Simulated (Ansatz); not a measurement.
# What SbP (model cell, started as layered BN type) distorts into, part 2 of 2

Wanted: the energy along a soft mode of SbP (model cell, started as layered BN type) and the structure at the end.

Ansatz 0.2.0; DFT LDA, scalar-relativistic, plane waves, PAW.

So far. Step 4 (The mode frozen in, largest atomic shift 0.14 Å): The run ends at a pressure of 0.80 GPa, with forces up to 0.097 eV/Å. Step 5 (Energy along the mode, all amplitudes (two of the runs …): The lowest of the steps tried is at 0.14 Å, 10.8 meV/atom below the parent; the bottom of the well need not coincide with a step.

The structure was built from a prototype and need not be the compound's stable phase.

**6. Relaxation from the frozen mode**

Starting from the lowest point found, all atoms and the cell are let go, so that strain and other modes of the same symmetry can join in.

input.yaml

```yaml
crystal:
  lattice:
    - [4.6517605951, -3.0644e-06, 0.0]
    - [-2.3258776437, 4.0285443799, 0.0]
    - [0.0, 0.0, 5.5486638842]
  atoms:
    - { symbol: Sb, position: [0.3333333333, 0.6666666667, 0.2435815681] }
    - { symbol: Sb, position: [0.6666666667, 0.3333333333, 0.7435815681] }
    - { symbol: P, position: [0.6666666667, 0.3333333333, 0.2752312994] }
    - { symbol: P, position: [0.3333333333, 0.6666666667, 0.7752312994] }
kpoints:
  mp_grid: { grid: [10, 10, 6] }
hamiltonian:
  xc: lda
scf:
  occupations: { method: methfessel_paxton, width: 0.15 }
output:
  forces: true
  stress: true
  eigenvalues: true
relax:
  adjacent_minimum: "off"
  f_tol: 0.002
  max_steps: 120
  cell: { stress_tol: 0.03 }
```

Run with:

```sh
ansatz run input.yaml --threads 4 --pin off --max-ram 7168MiB --backend cpu --events-out ev --progress --plain --runs-dir out
```

Numbers of over 12 decimals in the logs are rounded to 6 here.

The program printed:

```text
[...]
Crystal: 4 atoms, lattice volume = 103.981 Å³
Basis set: ecut = 420 eV, 2029 PW (Γ)
Bands: 24, of which v1, the nominal top of the filled ones, is band 20 counted from 1 (19 counted from 0)
Symmetry: 12 space group operations
[...]
k-points: 56 of 600 (time reversal used)
[...]
SCF iter   1: F=—  HF=-14122.390491 eV  |F-HF|=—  |Δ(HF+E_count)|=         —  Δρ=6.61e-3  dr2=4.53e-2  ethr=1.77e-3  ⟨swp⟩=6.7  Hψ=6638  notcnv=0
[...]
SCF iter   7: F=-14122.373125 eV  HF=-14122.373125 eV  |F-HF|=1.98e-9  |Δ(HF+E_count)|=   3.56e-8  S|Δr|=    0.00e0  Δρ=2.15e-6  dr2=7.21e-9  ethr=2.50e-10  ⟨swp⟩=7.4  Hψ=6247  notcnv=0
SCF 1 converged in 7 iterations: F = -14122.373125 eV  dr2 = 7.21e-9
[...]
relax step   1: F+E_penalty+E_count = -14122.37312507 eV  Δ(F+E_penalty+E_count) = +0.000e0 eV  max|allowed force component| = 9.720e-2 eV/Å  Δτ_max = 0.0000 Å  P = +0.804 GPa  Ω = 103.981 Å³  (7 SCF iters, dr2 threshold 1.00e-7 eV, accepted)
Crystal: 4 atoms, lattice volume = 107.043 Å³
Basis set: ecut = 420 eV, 2125 PW (Γ)
[...]
iter 1 solved again at ethr=1.10e-5 eV; its pass at ethr=3.10e-3 eV (dr2=4.39e-3 eV) is discarded
[...]
SCF iter   5: F=-14122.385623 eV  HF=-14122.385623 eV  |F-HF|=1.34e-7  |Δ(HF+E_count)|=   8.96e-7  S|Δr|=    0.00e0  Δρ=1.24e-5  dr2=3.24e-7  ethr=1.00e-9  ⟨swp⟩=9.1  Hψ=6723  notcnv=0
SCF 2 converged in 5 iterations: F = -14122.385623 eV  dr2 = 3.24e-7
relax step   2: F+E_penalty+E_count = -14122.38562305 eV  Δ(F+E_penalty+E_count) = -1.250e-2 eV  max|allowed force component| = 9.678e-2 eV/Å  Δτ_max = 0.0279 Å  P = -0.376 GPa  Ω = 107.043 Å³  energy of the carried Pulay correction = -7.746e-4 eV  (5 SCF iters, dr2 threshold 4.00e-7 eV, accepted)
Crystal: 4 atoms, lattice volume = 106.622 Å³
Basis set: ecut = 420 eV, 2101 PW (Γ)
[...]
SCF iter   1: F=—  HF=-14122.388248 eV  |F-HF|=—  |Δ(HF+E_count)|=         —  Δρ=2.75e-4  dr2=1.03e-4  ethr=1.12e-7  ⟨swp⟩=3.7  Hψ=9053  notcnv=0
eigensolver tolerance schedule calibrated: the retry pair's looser diagonalisation under-reported the residual by θ = 0.56 (0.13/decade); ethr = c·dr2/N_el runs at the constant in force after the calibration composes with the one it found (an armed cap, an earlier calibration), c = 6.3e-2
[...]
SCF iter   2: F=—  HF=-14122.388217 eV  |F-HF|=—  |Δ(HF+E_count)|=   3.13e-5  S|Δr|=    0.00e0  Δρ=1.03e-4  dr2=1.48e-5  ethr=1.12e-7  ⟨swp⟩=2.8  Hψ=2662  notcnv=0
[...]
SCF iter   4: F=-14122.388212 eV  HF=-14122.388212 eV  |F-HF|=4.01e-8  |Δ(HF+E_count)|=   2.36e-7  S|Δr|=    0.00e0  Δρ=6.19e-6  dr2=6.61e-8  ethr=6.25e-10  ⟨swp⟩=7.4  Hψ=6450  notcnv=0
SCF 3 converged in 4 iterations: F = -14122.388212 eV  dr2 = 6.61e-8
[...]
relax step   3: F+E_penalty+E_count = -14122.38821163 eV  Δ(F+E_penalty+E_count) = -2.589e-3 eV  max|allowed force component| = 6.566e-2 eV/Å  Δτ_max = 0.0005 Å  P = -0.159 GPa  Ω = 106.622 Å³  energy of the carried Pulay correction = -6.694e-4 eV  (4 SCF iters, dr2 threshold 4.00e-7 eV, accepted)
[...]
relax step   4: F+E_penalty+E_count = -14122.38936228 eV  Δ(F+E_penalty+E_count) = -1.151e-3 eV  max|allowed force component| = 1.455e-2 eV/Å  Δτ_max = 0.0049 Å  P = -0.002 GPa  Ω = 106.519 Å³  energy of the carried Pulay correction = -6.436e-4 eV  (4 SCF iters, dr2 threshold 4.00e-7 eV, accepted)
[...]
relax step   5: F+E_penalty+E_count = -14122.38941938 eV  Δ(F+E_penalty+E_count) = -5.710e-5 eV  max|allowed force component| = 7.919e-4 eV/Å  Δτ_max = 0.0026 Å  P = +0.002 GPa  Ω = 106.610 Å³  energy of the carried Pulay correction = -6.666e-4 eV  (4 SCF iters, dr2 threshold 1.32e-8 eV, accepted)
[...]
SCF iter   1: F=—  HF=-14122.390150 eV  |F-HF|=—  |Δ(HF+E_count)|=         —  Δρ=3.09e-5  dr2=1.32e-7  ethr=5.16e-7  ⟨swp⟩=3.8  Hψ=10322  notcnv=0
eigensolver tolerance schedule: the retry pair's looser diagonalisation over-reported the residual by 1557.42 of it (diagonalisation noise at 0.35 of the residual, at the tolerance the schedule requests for it); recorded, not acted on — ethr = c·dr2/N_el stays at c = 1.0e-1
SCF iter   2: F=—  HF=-14122.390149 eV  |F-HF|=—  |Δ(HF+E_count)|=   5.81e-7  S|Δr|=    0.00e0  Δρ=5.67e-6  dr2=1.87e-8  ethr=3.31e-10  ⟨swp⟩=3.8  Hψ=3769  notcnv=0
[...]
SCF iter   5: F=-14122.390149 eV  HF=-14122.390149 eV  |F-HF|=1.82e-12  |Δ(HF+E_count)|=  1.27e-11  S|Δr|=    0.00e0  Δρ=6.79e-8  dr2=6.56e-12  ethr=1.00e-12  ⟨swp⟩=8.5  Hψ=7891  notcnv=0
SCF 6 converged in 5 iterations: F = -14122.390149 eV  dr2 = 6.56e-12
relax step   6: F+E_penalty+E_count = -14122.39014905 eV  Δ(F+E_penalty+E_count) = -7.297e-4 eV  max|allowed force component| = 9.610e-4 eV/Å  Δτ_max = 0.0000 Å  P = +0.006 GPa  Ω = 106.610 Å³  stress off target by 7.13e-3 GPa  SCF on the basis re-selected at this cell (its energy is not comparable with the rows above)  (5 SCF iters)
basis re-selected at this cell: Δ(F+E_penalty+E_count) = -7.297e-4 eV, ΔP = +0.004 GPa vs the last step (what re-selecting the basis moved, of the pressure what is left beyond the Pulay correction that the steps carried, after the strain that the cell walked since its last selection, with what the two solves' SCF thresholds leave and, on support functions, any second-order correction that the steps lacked; it is no m [...]
SCF converged after 5 iterations
[...]
Free energy (F): -14122.390149 eV
[...]
Internal energy: -14122.388800 eV  (E = F + TS)
E sigma→0 (E₀):  -14122.389812 eV
Entropy (-TS):   -0.001349 eV (-0.337 meV/atom)
Fermi energy:    7.926471 eV
Step filling:    the computed levels leave a gap of 0.0198 eV = 0.1 smearing widths at the electron count; against every level under it full and every level over it empty, smearing changes F+E_penalty+E_count by -0.500 meV and its σ→0 estimate by -0.163 meV
[...]
--- Forces (eV/Å), atoms counted from 1 ---
  atom   1  Sb     0.00000000     0.00000000    -0.00096053
  atom   2  Sb    -0.00000000    -0.00000000    -0.00096053
  atom   3  P     -0.00000000    -0.00000000     0.00096157
  atom   4  P      0.00000000     0.00000000     0.00096157
  max |Σ_I F_I| component: 2.07e-6 eV/Å
--- Stress (GPa, compression-positive) ---
        0.005192       0.000000       0.000000
        0.000000       0.005192       0.000000
        0.000000       0.000000       0.007131
  P = ⅓ Tr σ = 0.0058 GPa (0.058 kbar)
--- Band table (eV; the first three rows and the last of 56) ---
  k-point 0: bands = [... 16 lower, 3.5756, 5.5099, 5.7151, 5.7151, 7.5933, 7.5933, 10.2314, 10.2314]
  k-point 1: bands = [... 16 lower, 3.5827, 5.4885, 5.4885, 6.3627, 7.7068, 7.7068, 9.9163, 9.9163]
  k-point 2: bands = [... 16 lower, 3.9595, 4.9615, 4.9615, 7.2799, 8.0418, 8.0418, 9.1825, 9.2504]
  k-point 55: bands = [... 16 lower, 6.0492, 6.0492, 8.0575, 8.0575, 8.3568, 8.3568, 9.3364, 9.3364]
--- Relaxed structure (5 steps of the walk, 5 accepted, 1 SCFs on fresh bases) ---
  F+E_penalty+E_count = -14122.39014905 eV   max|allowed force component| = 9.610e-4 eV/Å   (the final SCF, on the basis selected at the relaxed cell)
  cell:  # Å, volume = 106.6104 Å³
    - [4.668750, -3.0755929909468287e-6, 5.392547110483807e-18]
    - [-2.334372, 4.043258, -2.732745112878075e-18]
    - [6.432280989112699e-18, 0, 5.647650]
  atoms:
    - { symbol: Sb, position: [0.333333, 0.666667, 0.237303] }
    - { symbol: Sb, position: [0.666667, 0.333333, 0.737303] }
    - { symbol: P, position: [0.666667, 0.333333, 0.281510] }
    - { symbol: P, position: [0.333333, 0.666667, 0.781510] }
```

The job ended after 39 s (4 threads of Arm Neoverse N1, shared host; peak memory 0.46 GiB).

Step by step:

| step | energy less that of the first step (eV) | largest force component (eV/Å) | pressure (GPa) | volume (Å³) |
| --- | --- | --- | --- | --- |
| 1 | 0.0000 | 0.0972 | 0.80 | 103.98 |
| 2 | -0.0125 | 0.0968 | -0.38 | 107.04 |
| 3 | -0.0151 | 0.0657 | -0.16 | 106.62 |
| 4 | -0.0162 | 0.0145 | 0.00 | 106.52 |
| 5 | -0.0163 | 0.0008 | 0.00 | 106.61 |
| 6* | -0.0170 | 0.0010 | 0.01 | 106.61 |

Relaxation steps marked * repeat the geometry before them on a plane-wave basis chosen anew for their cell, so energy and pressure can jump there.

Forces are held to the 12 operations that the run works with; a distortion that breaks them can't arise in this run.

| conventional cell, symmetrised | before | after | change |
| --- | --- | --- | --- |
| a (Å) | 4.652 | 4.669 | +0.4 % |
| b (Å) | 4.652 | 4.669 | +0.4 % |
| c (Å) | 5.549 | 5.648 | +1.8 % |
| volume (Å³/atom) | 26.00 | 26.65 | +2.5 % |

The atoms that moved most (Å, as changes of fractional coordinates times the final cell):

| atom | dx | dy | dz | length |
| --- | --- | --- | --- | --- |
| Sb1 | 0.000 | 0.000 | -0.035 | 0.035 |
| P3 | 0.000 | 0.000 | 0.035 | 0.035 |
| P4 | 0.000 | 0.000 | 0.035 | 0.035 |
| Sb2 | 0.000 | 0.000 | -0.035 | 0.035 |

Final coordinates:

```xyz
4
Lattice="4.6688 0.0000 0.0000 -2.3344 4.0433 0.0000 0.0000 0.0000 5.6476" Properties=species:S:1:pos:R:3 pbc="T T T"
Sb    0.0000    2.6955    1.3402
Sb    2.3344    1.3478    4.1640
P     2.3344    1.3478    1.5899
P     0.0000    2.6955    4.4137
```

This step gave:

```
pressure        : 0.005838 GPa
volume per atom : 26.65 Å³
```

The distorted start has space group P6_3mc; the relaxation ends in P6_3mc.

**7. The new phase in its own primitive cell**

The relaxed structure is symmetrised, reduced to its primitive cell and relaxed tightly, as its phonons need.

input.yaml

```yaml
crystal:
  lattice:
    - [4.668750019, 0.0, 0.0]
    - [-2.3343750095, 4.0432561204, 0.0]
    - [0.0, 0.0, 5.6476499353]
  atoms:
    - { symbol: Sb, position: [0.3333333333, 0.6666666667, 0.2373033146] }
    - { symbol: Sb, position: [0.6666666667, 0.3333333333, 0.7373033146] }
    - { symbol: P, position: [0.6666666667, 0.3333333333, 0.2815095529] }
    - { symbol: P, position: [0.3333333333, 0.6666666667, 0.7815095529] }
kpoints:
  mp_grid: { grid: [9, 9, 8] }
hamiltonian:
  xc: lda
scf:
  occupations: { method: methfessel_paxton, width: 0.15 }
output:
  forces: true
  stress: true
  eigenvalues: true
relax:
  adjacent_minimum: "off"
  f_tol: 0.001
  max_steps: 60
  cell: { stress_tol: 0.01 }
```

The program printed:

```text
[...]
Crystal: 4 atoms, lattice volume = 106.610 Å³
Basis set: ecut = 420 eV, 2101 PW (Γ)
Bands: 24, of which v1, the nominal top of the filled ones, is band 20 counted from 1 (19 counted from 0)
Symmetry: 12 space group operations
[...]
k-points: 60 of 648 (time reversal used)
[...]
cell:  # Å, volume = 107.2010 Å³
    - [4.672468, 0, 1.227558789626311e-18]
    - [-2.336234, 4.046476, -6.137793948131608e-19]
    - [1.4849418560798942e-18, 0, 5.669903]
  atoms:
    - { symbol: Sb, position: [0.333333, 0.666667, 0.235845] }
    - { symbol: Sb, position: [0.666667, 0.333333, 0.735845] }
    - { symbol: P, position: [0.666667, 0.333333, 0.282968] }
    - { symbol: P, position: [0.333333, 0.666667, 0.782968] }
[key lines of the parts left out:]
SCF converged after 6 iterations
Free energy (F): -14122.383565 eV
Fermi energy:    7.857904 eV
P = ⅓ Tr σ = 0.0008 GPa (0.008 kbar)
```

Run time: 42 s. Hardware: 4 threads; peak memory 0.46 GiB; 2.7 min of CPU time.

Relaxation path:

| step | energy less that of the first step (eV) | largest force component (eV/Å) | pressure (GPa) | volume (Å³) |
| --- | --- | --- | --- | --- |
| 1 | 0.0000 | 0.0326 | 0.13 | 106.61 |
| 2 | -0.0004 | 0.0123 | -0.06 | 107.35 |
| 3 | -0.0007 | 0.0072 | -0.03 | 107.24 |
| 4 | -0.0007 | 0.0029 | -0.01 | 107.20 |
| 5 | -0.0007 | 0.0001 | 0.00 | 107.20 |
| 6* | -0.0009 | 0.0002 | 0.00 | 107.20 |

Relaxation steps marked * repeat the geometry before them on a plane-wave basis chosen anew for their cell, so energy and pressure can jump there.

Forces are held to the 12 operations that the run works with; a distortion that breaks them can't arise in this run.

| conventional cell, symmetrised | before | after | change |
| --- | --- | --- | --- |
| a (Å) | 4.669 | 4.672 | +0.1 % |
| b (Å) | 4.669 | 4.672 | +0.1 % |
| c (Å) | 5.648 | 5.670 | +0.4 % |
| volume (Å³/atom) | 26.65 | 26.80 | +0.6 % |

The relaxed structure:

```xyz
4
Lattice="4.6725 0.0000 0.0000 -2.3362 4.0465 0.0000 0.0000 0.0000 5.6699" Properties=species:S:1:pos:R:3 pbc="T T T"
Sb    0.0000    2.6977    1.3372
Sb    2.3362    1.3488    4.1722
P     2.3362    1.3488    1.6044
P     0.0000    2.6977    4.4394
```

This step gave:

- pressure: 7.67e-4 GPa
- volume per atom: 26.80 Å³

The largest force component left is 0.18 meV/Å and the pressure is 0.001 GPa, within the tolerances set. The cell now holds 26.80 Å³/atom.

**8. Modes of the new phase, k-mesh 9×9×8**

A relaxed structure may still be a saddle point, so its zone-centre modes are computed. No field response is asked, since the mesh shows no gap.

input.yaml, the sections that differ from step 7:

```yaml
crystal:
  lattice:
    - [4.6724678166, 0.0, 0.0]
    - [-2.3362339083, 4.0464758275, 0.0]
    - [0.0, 0.0, 5.669902959]
  atoms:
    - { symbol: Sb, position: [0.3333333333, 0.6666666667, 0.2358450737] }
    - { symbol: Sb, position: [0.6666666667, 0.3333333333, 0.7358450737] }
    - { symbol: P, position: [0.6666666667, 0.3333333333, 0.2829677938] }
    - { symbol: P, position: [0.3333333333, 0.6666666667, 0.7829677938] }
output:
  eigenvalues: true
phonons:
  method: dfpt
# kpoints, hamiltonian, scf: as in step 7
# relax: removed
```

The program printed:

```text
[...]
Crystal: 4 atoms, lattice volume = 107.201 Å³
Basis set: ecut = 420 eV, 2125 PW (Γ), exchange–correlation on 64×64×80 points (8 copies of the dense FFT grid, shifted against one another)
Bands: 24, of which v1, the nominal top of the filled ones, is band 20 counted from 1 (19 counted from 0)
Symmetry: 12 space group operations
k-points: 185 of 648 (irreducible under 2 space group operations, time reversal used)
[...]
SCF iter   1: F=—  HF=-14122.400882 eV  |F-HF|=—  |Δ(HF+E_count)|=         —  Δρ=6.43e-3  dr2=4.41e-2  ethr=1.77e-3  ⟨swp⟩=8.3  Hψ=50434  notcnv=0
[...]
SCF iter   9: F=-14122.383567 eV  HF=-14122.383567 eV  |F-HF|=1.82e-12  |Δ(HF+E_count)|=  1.11e-10  S|Δr|=    0.00e0  Δρ=8.29e-8  dr2=7.84e-12  ethr=1.00e-12  ⟨swp⟩=14.1  Hψ=32330  notcnv=0
SCF 1 converged in 9 iterations: F = -14122.383567 eV  dr2 = 7.84e-12
[...]
DFPT response loops at Γ: preconditioner auto → Kerker (q_TF=auto, 2.315 Å⁻¹) (partly filled bands, converged f_vac=0.054); β = 1.00, the filter's whole step (`scf.mixing.beta` (0.50) is not read by the response loops under this deck's `scf.mixing.preconditioner`; to damp them name `kerker` or `kerker_dos`, under which they read `scf.mixing.beta`, and type it under 1.00, their step now; both keys bind the ground state too); Broyden in place of MSR1
SCF converged after 9 iterations
[...]
Free energy (F): -14122.383567 eV
[...]
Internal energy: -14122.384640 eV  (E = F + TS)
E sigma→0 (E₀):  -14122.383835 eV
Entropy (-TS):   0.001073 eV (0.268 meV/atom)
Fermi energy:    7.857904 eV
[...]
--- Band table (eV; the first three rows and the last of 185) ---
  k-point 0: bands = [... 16 lower, 3.4816, 5.4540, 5.6583, 5.6583, 7.5319, 7.5319, 10.1557, 10.1557, ... 4 higher]
  k-point 1: bands = [... 16 lower, 3.4991, 5.5271, 5.5271, 5.9742, 7.5981, 7.5981, 9.9729, 9.9729, ... 4 higher]
  k-point 2: bands = [... 16 lower, 3.6759, 5.1913, 5.1913, 6.8966, 7.7918, 7.7918, 9.5340, 9.5340, ... 4 higher]
  k-point 184: bands = [... 16 lower, 5.6021, 5.6021, 7.1882, 7.1882, 8.4540, 8.4540, 9.2642, 9.2642, ... 4 higher]
--- Phonons (Γ-DFPT): 4 representative perturbations + reference, on 185 of 648 k-points (Σ response iterations 12) ---
  k mesh reduced under 2 symmetry operations, with k and −k counted as one. Each operation leaves every solved perturbation unchanged. A smaller set is not used because it would not reduce the number of displacements times k-points to solve
  ASR residual: 3.189e-5 → 0.000e0 eV/Å²; symmetrization residual: 3.182e-5 eV/Å²
  ASR residual per site (eV/Å²): 3.19e-5 3.19e-5 2.45e-5 2.45e-5
[...]
non-analytic LO–TO correction: not included (Born effective charges unavailable; polar crystals: no LO–TO splitting at Γ)
```

Wall time 2 min (4 threads); peak memory 1.9 GiB.

Numbers from this step:

```yaml
sum_rule_residual_before_enforcement: 3.19e-5 eV/Å²
point_group: 6mm
highest_optical_mode_at_the_zone_centre_no_lo_to_term: 284.8 cm⁻¹
lowest_optical_zone_centre_mode: 15.44 cm⁻¹
```

Patterns of degenerate modes are one choice out of their space. Modes at Γ, with each element's share of the kinetic energy:

| mode | frequency (cm⁻¹) | symmetry | Sb % | P % |
| --- | --- | --- | --- | --- |
| 1 | 0.0 | acoustic | 80 | 20 |
| 2 | 0.0 | acoustic | 80 | 20 |
| 3 | 0.0 | acoustic | 80 | 20 |
| 4 | 15.4 | E2 | 100 | 0 |
| 5 | 15.4 | E2 | 100 | 0 |
| 6 | 102.5 | E2 | 0 | 100 |
| 7 | 102.5 | E2 | 0 | 100 |
| 8 | 115.4 | B1 | 91 | 9 |
| 9 | 194.6 | E1 | 20 | 80 |
| 10 | 194.6 | E1 | 20 | 80 |
| 11 | 216.8 | A1 | 20 | 80 |
| 12 | 284.8 | B1 | 9 | 91 |

Displacements in mode 4 (15.4 cm⁻¹), the largest set to 1:
```
Sb1 -0.03 -1.00  0.00
Sb2  0.03  1.00  0.00
P3   0.00 -0.01  0.00
P4   0.00  0.01  0.00
```

Displacements in mode 12 (284.8 cm⁻¹), the largest set to 1:
```
Sb1  0.00  0.00 -0.16
Sb2  0.00  0.00  0.16
P3   0.00  0.00 -1.00
P4   0.00  0.00  1.00
```

Before it was imposed, the acoustic sum rule was missed by 3.2e-5 eV/Å². Small misses are needed for a sound result but don't prove that mesh and cutoff are converged. The lowest optical mode is real, 15.4 cm⁻¹.

**9. What came out**

| Property | Result |
| --- | --- |
| unstable mode of the parent | q = (0, 0, 0), 166i cm⁻¹ |
| depth at the lowest point sampled | 10.8 meV/atom |
| largest atomic shift at that point | 0.14 Å |
| space group reached (within 0.01 Å) | P6_3mc |
| energy gained over the parent (first relaxation, on the mesh of the frozen mode) | 15.0 meV/atom |
| volume per atom, phase reached | 26.8 Å³ |
| lowest optical zone-centre mode, phase reached | 15.4 cm⁻¹ |
| highest optical mode at the zone centre (no LO-TO term), phase reached | 285 cm⁻¹ |

Along this mode the structure falls into P6_3mc, 15.0 meV/atom below the parent. At the parent's cell the well is 10.81 meV/atom deep on the steps tried, with its lowest point at a shift of 0.14 Å. Relaxing atoms and cell changes the gain by +4.21 meV/atom against the lowest step (energies at zero smearing). The new phase has no imaginary mode at the zone centre of its cell; other wavevectors were not checked. Of the 2 patterns followed to their end from this parent, this one ends 210 meV/atom above the lowest, Fm-3m. Each path keeps the symmetry of its pattern, so a lower phase may lie along a pattern not tried. The q mesh is too sparse to interpolate, so only the solved wavevectors are given. Where the functional closes the gap at Γ, the partly filled states at that one point of a Γ-centred mesh soften the zone-centre modes by up to a few per cent. With no gap, or one that is small against the smearing, the frequencies hang on the k mesh and the smearing, most of all near Kohn anomalies. A semilocal functional can close a gap that the real compound would have, so the metallic treatment may be an artefact of the level. Spin-orbit coupling is left out, which can matter for the heavy elements here. A phonon run warned that its eigensolver left some bands unconverged in a pass. The starting cell was built on a prototype and not taken from a measurement, so the phase need not exist.

[Logs are printed without paths, hosts, clocks, repeated set-up lines and the standing remarks that a program may print on its own settings, such as how far it seeks lower states.]

[Hosts, paths, dates, database ids (printed as entryN), source tags and the programs' standing remarks are cut or masked in the printed files.]
